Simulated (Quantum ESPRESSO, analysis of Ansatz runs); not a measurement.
# A hop of Li in Li5AuO4 (C2/m), charge −1 (Quantum ESPRESSO)

Wanted: path and barrier of a jump of Li in Li5AuO4 (C2/m) at charge −1. The case: V_Li hop (2.4 Å), in a cell of 80 host atoms with 1 Li taken out.

Calculated with Quantum ESPRESSO 7.5; Quantum ESPRESSO plane-wave DFT, PBEsol, GBRV 1.5 PBEsol potentials; nudged elastic band between two relaxed defect structures at fixed charge in a uniform background.

## 1. The starting structure

The cell holds 79 atoms: 39 Li, 8 Au and 32 O. Cell: a = 9.407 Å, b = 9.419 Å, c = 9.399 Å, α = 90.0°, β = 102.8°, γ = 90.0°. It derives from Li5AuO4 (space group C2/m). Nearest the centre at fractional (0.375, 0.250, 0.500): Li26 at 1.22 Å, O34 at 1.52 Å, O20 at 1.54 Å, Li66 at 2.39 Å, Li2 at 2.43 Å, O76 at 2.56 Å, O15 at 2.58 Å, Li30 at 2.64 Å. The cell carries charge −1.

The cell's shortest repeat is 9.4 Å.

## 2. Relaxation of the start point, charge −1

A barrier is counted from a minimum, so both ends are relaxed first. Small random displacements break the symmetry of the ideal sites, so that the defect can distort if it gains by it. The charge of −1 is set by the electron count, and a uniform background keeps the cell neutral.

pw.in reads:

```
&CONTROL
  calculation = 'relax'
  prefix = 'pwscf'
  outdir = './tmp'
  pseudo_dir = './pseudo'
  tprnfor = .true.
  disk_io = 'low'
  nstep = 70
  forc_conv_thr = 0.0012
  etot_conv_thr = 0.0001
/
&SYSTEM
  ibrav = 0
  nat = 79
  ntyp = 3
  ecutwfc = 40
  ecutrho = 324
  nbnd = 203
  occupations = 'fixed'
  tot_charge = -1
  nosym = .true.
/
&ELECTRONS
  conv_thr = 8d-08
  electron_maxstep = 100
  mixing_beta = 0.5
/
&IONS
  ion_dynamics = 'bfgs'
/
ATOMIC_SPECIES
Li     6.9400 li_pbesol_v1.4.uspp.F.UPF
Au   196.9666 au_pbesol_v1.uspp.F.UPF
O     15.9990 o_pbesol_v1.2.uspp.F.UPF
CELL_PARAMETERS angstrom
   9.4068557866    0.0000000000   -0.0193648675
   0.0000000000    9.4188351948    0.0000000000
  -2.0705704397    0.0000000000    9.1679029864
ATOMIC_POSITIONS crystal
Li     0.0000000000    0.7920894874    0.2500000000
Li     0.2473991683    0.2905192121    0.2482940034
Li     0.0000000000    0.2827270498    0.0000000000
Li     0.2500000000    0.7827270498    0.0000000000
Li     0.0000000000    0.7172729502    0.0000000000
Li     0.2500000000    0.2172729502    0.0000000000
Li     0.0013549144    0.2091496649    0.2529278848
Li     0.2500000000    0.7079105126    0.2500000000
Li     0.0000000000    0.0000000000    0.0000000000
Li     0.2500000000    0.5000000000    0.0000000000
Au     0.0000000000    0.5000000000    0.2500000000
Au     0.2472255395    0.0005931292    0.2477999303
O      0.1276198837    0.8525241470    0.1249775022
O      0.3789144132    0.3526907081    0.1281920670
O      0.1237441812    0.3501257002    0.3737013963
O      0.3746524544    0.8515067582    0.3775852558
O      0.1260424396    0.1479171513    0.1218655098
O      0.3776198837    0.6474758530    0.1249775022
O      0.1223801163    0.6474758530    0.3750224978
O      0.3706534065    0.1454397968    0.3728533885
Li     0.0000000000    0.7920894874    0.7500000000
Li     0.2524215252    0.2936466264    0.7520117433
Li     0.0024783890    0.2841545046    0.4990371780
Li     0.2500000000    0.7827270498    0.5000000000
Li     0.0000000000    0.7172729502    0.5000000000
Li     0.2498765953    0.2193118337    0.5024218075
Li     0.0000000000    0.2079105126    0.7500000000
Li     0.2500000000    0.7079105126    0.7500000000
Li     0.0000000000    0.0000000000    0.5000000000
Li     0.2527855554    0.5016596999    0.5008023240
Au     0.0000000000    0.5000000000    0.7500000000
Au     0.2517209406    0.0021621322    0.7487478789
O      0.1276198837    0.8525241470    0.6249775022
O      0.3743530528    0.3526809985    0.6242867584
O      0.1223801163    0.3525241470    0.8750224978
O      0.3723801163    0.8525241470    0.8750224978
O      0.1262375430    0.1486418553    0.6220235631
O      0.3750667502    0.6457935008    0.6254765873
O      0.1223801163    0.6474758530    0.8750224978
O      0.3725702995    0.1477875990    0.8718936727
Li     0.5000000000    0.7920894874    0.2500000000
Li     0.7500000000    0.2920894874    0.2500000000
Li     0.5000000000    0.2827270498    0.0000000000
Li     0.7500000000    0.7827270498    0.0000000000
Li     0.5000000000    0.7172729502    0.0000000000
Li     0.7500000000    0.2172729502    0.0000000000
Li     0.4999934568    0.2047500760    0.2503949974
Li     0.7500000000    0.7079105126    0.2500000000
Li     0.5000000000    0.0000000000    0.0000000000
Li     0.7500000000    0.5000000000    0.0000000000
Au     0.4985737794    0.4971549894    0.2500329148
Au     0.7500000000    0.0000000000    0.2500000000
O      0.6276198837    0.8525241470    0.1249775022
O      0.8776198837    0.3525241470    0.1249775022
O      0.6254563265    0.3521699265    0.3767323001
O      0.8723801163    0.8525241470    0.3750224978
O      0.6276198837    0.1474758530    0.1249775022
O      0.8776198837    0.6474758530    0.1249775022
O      0.6223801163    0.6474758530    0.3750224978
O      0.8723801163    0.1474758530    0.3750224978
Li     0.5000000000    0.7920894874    0.7500000000
Li     0.7485814904    0.2923049650    0.7468163625
Li     0.7500000000    0.7827270498    0.5000000000
Li     0.5000000000    0.7172729502    0.5000000000
Li     0.7486612439    0.2145977029    0.4985645480
Li     0.4999986702    0.2063470849    0.7472187974
Li     0.7500000000    0.7079105126    0.7500000000
Li     0.5005434058   -0.0018748902    0.5026461385
Li     0.7500000000    0.5000000000    0.5000000000
Au     0.4983627637    0.5015984316    0.7518873496
Au     0.7500000000    0.0000000000    0.7500000000
O      0.6276198837    0.8525241470    0.6249775022
O      0.8776198837    0.3525241470    0.6249775022
O      0.6192187314    0.3532547105    0.8739510571
O      0.8723801163    0.8525241470    0.8750224978
O      0.6248232178    0.1489871637    0.6236868042
O      0.8776198837    0.6474758530    0.6249775022
O      0.6223801163    0.6474758530    0.8750224978
O      0.8723801163    0.1474758530    0.8750224978
K_POINTS gamma
```

Launch:

```console
> OMP_NUM_THREADS=1 mpirun -n 4 pw.x -in pw.in > pw.out
```

Log:

```text
[shortened: banners, details of potentials and solvers, and blank lines are left out]
     gamma-point specific algorithms are used
     one sub-group per band group will be used
     scalapack distributed-memory algorithm (size of sub-group:  2*  2 procs)
     bravais-lattice index     =            0
     lattice parameter (alat)  =      17.7764  a.u.
     unit-cell volume          =    5479.0634 (a.u.)^3
     number of atoms/cell      =           79
     number of atomic types    =            3
     number of electrons       =       398.00
     number of Kohn-Sham states=          203
     kinetic-energy cutoff     =      40.0000  Ry
     charge density cutoff     =     324.0000  Ry
     scf convergence threshold =      8.0E-08
     mixing beta               =       0.5000
     number of iterations used =            8  plain     mixing
     energy convergence thresh.=      1.0E-04
     force convergence thresh. =      1.2E-03
     Exchange-correlation= SLA  PW   PSX  PSC
                           (   1   4  10   8   0   0   0)
     nstep                     =           70
     crystal axes: (cart. coord. in units of alat)
               a(1) = (   0.999998   0.000000  -0.002059 )
               a(2) = (   0.000000   1.001271   0.000000 )
               a(3) = (  -0.220112   0.000000   0.974596 )
     PseudoPot. # 1 for Li read from file:
     li_pbesol_v1.4.uspp.F.UPF
     Pseudo is Ultrasoft, Zval =  3.0
     PseudoPot. # 2 for Au read from file:
     au_pbesol_v1.uspp.F.UPF
     Pseudo is Ultrasoft + core correction, Zval = 11.0
[...]
PseudoPot. # 3 for O  read from file:
     o_pbesol_v1.2.uspp.F.UPF
     Pseudo is Ultrasoft + core correction, Zval =  6.0
[...]
atomic species   valence    mass     pseudopotential
     Li                3.00     6.94000     Li( 1.00)
     Au               11.00   196.96660     Au( 1.00)
     O                 6.00    15.99900     O ( 1.00)
     No symmetry found
     site n.     atom                  positions (alat units)
         1        Li     tau(   1) = (  -0.0550281   0.7930965   0.2436490  )
         2        Li     tau(   2) = (   0.1927460   0.2908886   0.2414770  )
         3        Li     tau(   3) = (   0.0000000   0.2830865   0.0000000  )
         4        Li     tau(   4) = (   0.2499995   0.7837222  -0.0005146  )
         5        Li     tau(   5) = (   0.0000000   0.7181849   0.0000000  )
         6        Li     tau(   6) = (   0.2499995   0.2175492  -0.0005146  )
         7        Li     tau(   7) = (  -0.0543177   0.2094156   0.2464997  )
         8        Li     tau(   8) = (   0.1949714   0.7088105   0.2431343  )
[...]
number of k points=     1
                       cart. coord. in units 2pi/alat
        k(    1) = (   0.0000000   0.0000000   0.0000000), wk =   2.0000000
     Dense  grid:   269731 G-vectors     FFT dimensions: ( 108, 108, 108)
     Smooth grid:    93630 G-vectors     FFT dimensions: (  72,  72,  72)
     Check: negative core charge=   -0.000006
     starting charge     379.4176, renormalised to     398.0000
     Self-consistent Calculation
     iteration #  1     ecut=    40.00 Ry     beta= 0.50
     total energy              =   -2475.18660062 Ry
     estimated scf accuracy    <      69.89841759 Ry
     iteration #  2     ecut=    40.00 Ry     beta= 0.50
     total energy              =   -2501.18932864 Ry
     estimated scf accuracy    <      94.27942491 Ry
     iteration #  3     ecut=    40.00 Ry     beta= 0.50
     total energy              =   -2510.79778965 Ry
     estimated scf accuracy    <      24.51717230 Ry
[...]
estimated scf accuracy    <       0.01305568 Ry
     iteration #  9     ecut=    40.00 Ry     beta= 0.50
     total energy              =   -2513.57757077 Ry
     estimated scf accuracy    <       0.00724869 Ry
     iteration # 10     ecut=    40.00 Ry     beta= 0.50
     total energy              =   -2513.57824650 Ry
     estimated scf accuracy    <       0.00148584 Ry
[... 161 further cycles ...]
     iteration # 10     ecut=    40.00 Ry     beta= 0.50
     End of self-consistent calculation
          k = 0.0000 0.0000 0.0000 ( 11696 PWs)   bands (ev):
   -38.2836 -38.2761 -38.2710 -38.2628 -38.2572 -38.2520 -38.2490 -38.2391
   -38.2326 -38.2142 -38.2087 -38.1884 -38.1783 -38.1684 -38.1414 -38.1393
   -38.1195 -38.1034 -38.0992 -38.0983 -38.0881 -38.0768 -38.0645 -38.0611
   -38.0550 -38.0464 -38.0371 -38.0321 -38.0280 -38.0167 -38.0139 -37.9992
   -37.9952 -37.9677 -37.9626 -37.8445 -37.8405 -37.6872 -37.6848 -12.7288
   -12.6384 -12.6008 -12.5829 -12.5307 -12.5168 -12.4351 -12.4191 -12.2838
   -12.2257 -12.2060 -12.1264 -12.1218 -12.1074 -12.0753 -12.0590 -12.0265
   -12.0248 -12.0003 -12.0001 -11.9664 -11.9518 -11.9415 -11.9211 -11.8665
[...]
highest occupied, lowest unoccupied level (ev):     4.4425    6.4730
!    total energy              =   -2513.62981220 Ry
     estimated scf accuracy    <          1.7E-10 Ry
     The total energy is the sum of the following terms:
     one-electron contribution =    -841.15036305 Ry
     hartree contribution      =     604.49445205 Ry
     xc contribution           =    -858.99846916 Ry
     ewald contribution        =   -1417.97543205 Ry
     convergence has been achieved in  10 iterations
     Forces acting on atoms (cartesian axes, Ry/au):
     atom    1 type  1   force =    -0.00003049   -0.00033445    0.00054560
     atom    2 type  1   force =     0.00039894    0.00080124    0.00031742
     atom    3 type  1   force =     0.00009671   -0.00085169   -0.00011678
     atom    4 type  1   force =     0.00003665    0.00019351   -0.00009003
     atom    5 type  1   force =    -0.00008359    0.00009158    0.00004679
     atom    6 type  1   force =     0.00005602    0.00003882   -0.00070048
     atom    7 type  1   force =    -0.00031699   -0.00044799    0.00024418
     atom    8 type  1   force =    -0.00001248    0.00015145    0.00061957
[...]
Total force =     0.005379     Total SCF correction =     0.000038
     Energy error            =      6.9E-05 Ry
     Gradient error          =      1.3E-03 Ry/Bohr
     number of scf cycles    =  16
     number of bfgs steps    =  15
     energy             old  =   -2513.6297431485 Ry
     energy             new  =   -2513.6298121951 Ry
     CASE: energy            _new < energy            _old
     new trust radius        =       0.0050467707 bohr
     new conv_thr            =       0.0000000008 Ry
ATOMIC_POSITIONS (crystal)
Li              -0.0006202062        0.7905429287        0.2491540746
Li               0.2540779514        0.2891867345        0.2525036398
Li              -0.0001077829        0.2785163446       -0.0001411232
Li               0.2489250878        0.7811074708       -0.0000164077
Li              -0.0001811135        0.7153579364       -0.0001355110
Li               0.2519127182        0.2170282278        0.0029484256
Li               0.0031866611        0.2064928829        0.2509745807
Li               0.2487155784        0.7065447048        0.2492370671
[...]
Check: negative core charge=   -0.000006
     Self-consistent Calculation
     iteration #  1     ecut=    40.00 Ry     beta= 0.50
     total energy              =   -2513.62985077 Ry
     estimated scf accuracy    <       0.00003015 Ry
     iteration #  2     ecut=    40.00 Ry     beta= 0.50
     total energy              =   -2513.62985411 Ry
     estimated scf accuracy    <       0.00001971 Ry
     iteration #  3     ecut=    40.00 Ry     beta= 0.50
     total energy              =   -2513.62985773 Ry
     estimated scf accuracy    <       0.00000254 Ry
[...]
estimated scf accuracy    <       0.00000002 Ry
     iteration #  7     ecut=    40.00 Ry     beta= 0.50
     total energy              =   -2513.62985835 Ry
     estimated scf accuracy    <          7.9E-09 Ry
     iteration #  8     ecut=    40.00 Ry     beta= 0.50
     total energy              =   -2513.62985835 Ry
     estimated scf accuracy    <          1.6E-09 Ry
     iteration #  9     ecut=    40.00 Ry     beta= 0.50
     End of self-consistent calculation
          k = 0.0000 0.0000 0.0000 ( 11696 PWs)   bands (ev):
   -38.2825 -38.2782 -38.2705 -38.2623 -38.2582 -38.2516 -38.2489 -38.2394
   -38.2322 -38.2166 -38.2106 -38.1891 -38.1767 -38.1664 -38.1387 -38.1383
   -38.1178 -38.1035 -38.0981 -38.0975 -38.0898 -38.0778 -38.0657 -38.0608
   -38.0550 -38.0469 -38.0378 -38.0319 -38.0289 -38.0175 -38.0157 -37.9981
   -37.9944 -37.9689 -37.9644 -37.8438 -37.8399 -37.6867 -37.6851 -12.7295
   -12.6393 -12.6017 -12.5833 -12.5305 -12.5164 -12.4341 -12.4187 -12.2846
   -12.2260 -12.2064 -12.1265 -12.1233 -12.1082 -12.0726 -12.0588 -12.0276
   -12.0228 -12.0015 -11.9999 -11.9670 -11.9528 -11.9424 -11.9212 -11.8662
[...]
highest occupied, lowest unoccupied level (ev):     4.4428    6.4720
!    total energy              =   -2513.62985836 Ry
     estimated scf accuracy    <          5.2E-10 Ry
     The total energy is the sum of the following terms:
     one-electron contribution =    -841.15163200 Ry
     hartree contribution      =     604.49416402 Ry
     xc contribution           =    -858.99735054 Ry
     ewald contribution        =   -1417.97503985 Ry
     convergence has been achieved in   9 iterations
     Forces acting on atoms (cartesian axes, Ry/au):
     atom    1 type  1   force =     0.00003173   -0.00028850    0.00036316
     atom    2 type  1   force =     0.00039294    0.00080722    0.00021195
     atom    3 type  1   force =     0.00003348   -0.00064711   -0.00016830
     atom    4 type  1   force =     0.00003915    0.00015902   -0.00002124
     atom    5 type  1   force =     0.00000967    0.00010733    0.00011309
     atom    6 type  1   force =     0.00003148    0.00010017   -0.00051600
     atom    7 type  1   force =    -0.00020283   -0.00035843    0.00015273
     atom    8 type  1   force =     0.00004826    0.00013025    0.00052788
[...]
Total force =     0.004882     Total SCF correction =     0.000066
     Energy error            =      4.6E-05 Ry
     Gradient error          =      9.5E-04 Ry/Bohr
     bfgs converged in  17 scf cycles and  16 bfgs steps
     (criteria: energy <  1.0E-04 Ry, force <  1.2E-03 Ry/Bohr)
     End of BFGS Geometry Optimization
     Final energy             =   -2513.6298583550 Ry
Begin final coordinates
ATOMIC_POSITIONS (crystal)
Li              -0.0006202062        0.7905429287        0.2491540746
Li               0.2540779514        0.2891867345        0.2525036398
Li              -0.0001077829        0.2785163446       -0.0001411232
Li               0.2489250878        0.7811074708       -0.0000164077
Li              -0.0001811135        0.7153579364       -0.0001355110
Li               0.2519127182        0.2170282278        0.0029484256
Li               0.0031866611        0.2064928829        0.2509745807
Li               0.2487155784        0.7065447048        0.2492370671
[...]
End final coordinates
   JOB DONE.
```

Run time: 11 min. Hardware: 4 MPI ranks of Arm Neoverse V1, shared host; peak memory 2.2 GiB; 46 min of CPU time.

Relaxation path:

```
step  energy less that of the first step (eV)
   0                                   0.0000
   1                                  -0.2754
   2                                  -0.3968
   3                                  -0.4951
   4                                  -0.5841
   5                                  -0.6200
   6                                  -0.6404
   7                                  -0.6600
   8                                  -0.6696
   9                                  -0.6781
  10                                  -0.6838
  11                                  -0.6878
  12                                  -0.6908
  13                                  -0.6933
  14                                  -0.6949
  15                                  -0.6959
  16                                  -0.6965
```

The atoms that moved most (Å):

| atom | dx | dy | dz | length |
| --- | --- | --- | --- | --- |
| O55 | 0.142 | 0.092 | -0.136 | 0.217 |
| O34 | -0.138 | 0.090 | 0.124 | 0.206 |
| Li65 | -0.147 | 0.105 | -0.024 | 0.182 |
| Li26 | 0.163 | 0.062 | 0.013 | 0.175 |
| Li47 | 0.017 | 0.110 | 0.125 | 0.168 |
| Li66 | -0.023 | 0.098 | -0.105 | 0.146 |
| Li68 | -0.001 | 0.093 | -0.025 | 0.096 |
| O76 | 0.031 | -0.063 | 0.044 | 0.083 |

Neighbours of Li26 at the end:

| atom | distance (Å) |
| --- | --- |
| O34 | 1.879 |
| O20 | 1.912 |
| O15 | 1.994 |
| O37 | 2.051 |
| Li2 | 2.412 |
| Li22 | 2.485 |
| Li23 | 2.559 |
| Li30 | 2.582 |

This step gave:

```
highest filled level                                                                              : 4.443 eV
lowest empty level                                                                                : 6.472 eV
r.m.s. move of the farther half of the atoms                                                      : 0.02114 Å
largest move from the ideal geometry of this structure, a common shift of the far atoms taken out : 0.2285 Å
```

The relaxation gained 0.696 eV and ended with a largest force component of 0.025 eV/Å.

(Continued in part 2 of 3.)

[Logs are printed without paths, hosts, clocks, repeated set-up lines and the standing remarks that a program may print on its own settings, such as how far it seeks lower states.]

[Hosts, paths, dates, database ids (printed as entryN), source tags and the programs' standing remarks are cut or masked in the printed files.]
